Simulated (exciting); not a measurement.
Two BSE runs for the S K edge of WSeS, space group P-3m1. Run A: exciting, all-electron LAPW+lo, LDA, exchange and screened direct term (singlet BSE), 5×5×1 shifted k points, 51 conduction bands, |G+q| up to 3 bohr⁻¹, full RPA screening with nempty = 85, Lorentzian half width 0.45 eV. Run B has a fault in its input.

Energy from the Kohn–Sham onset, core level to the lowest empty state found on the meshes used; one zero for both, scaled to A's maximum:

```
E (eV)     A     B
  -5.5  0.01  0.03
  -5.0  0.01  0.03
  -4.5  0.02  0.05
  -4.0  0.02  0.06
  -3.5  0.03  0.10
  -3.0  0.03  0.16
  -2.5  0.05  0.33
  -2.0  0.07  0.86
  -1.5  0.11  1.66
  -1.0  0.22  1.06
  -0.5  0.56  0.46
   0.0  1.00  0.27
   0.5  0.74  0.23
   1.0  0.52  0.20
   1.5  0.39  0.18
   2.0  0.32  0.16
   2.5  0.26  0.13
   3.0  0.17  0.11
   3.5  0.14  0.13
   4.0  0.16  0.17
   4.5  0.18  0.20
   5.0  0.19  0.24
   5.5  0.22  0.27
   6.0  0.28  0.28
   6.5  0.28  0.24
   7.0  0.26  0.24
   7.5  0.26  0.22
   8.0  0.25  0.21
   8.5  0.25  0.21
   9.0  0.27  0.22
   9.5  0.30  0.20
  10.0  0.28  0.17
  10.5  0.22  0.14
  11.0  0.18  0.13
  11.5  0.18  0.15
  12.0  0.21  0.16
  12.5  0.21  0.14
  13.0  0.17  0.11
  13.5  0.14  0.10
  14.0  0.13  0.10
  14.5  0.14  0.12
  15.0  0.16  0.13
  15.5  0.17  0.13
  16.0  0.18  0.14
  16.5  0.19  0.14
  17.0  0.18  0.12
  17.5  0.16  0.11
  18.0  0.15  0.10
  18.5  0.14  0.10
  19.0  0.14  0.11
  19.5  0.15  0.11
```

What most likely went wrong in run B?

Far too few empty states in the screening (empty states in the screening from 85 to 3). The spectrum differs from run A by 110 % r.m.s. Moving the earlier curve by -1.6 eV leaves 41 %. The highest maximum lies at -1.5 eV (1.66), against 0.0 eV (1.00). The first bright state moves from -0.19 to -1.58 eV. Too few states underscreen, so the attraction is too strong. Other settings could leave a like mark; this is the change that was made.

[Banner, clock and machine lines of the logs are left out without a mark of their own.]

[Logs are printed without paths, hosts, clocks, repeated set-up lines and the standing remarks that a program may print on its own settings, such as how far it seeks lower states.]

[Hosts, paths, dates, database ids (printed as entryN), source tags and the programs' standing remarks are cut or masked in the printed files.]
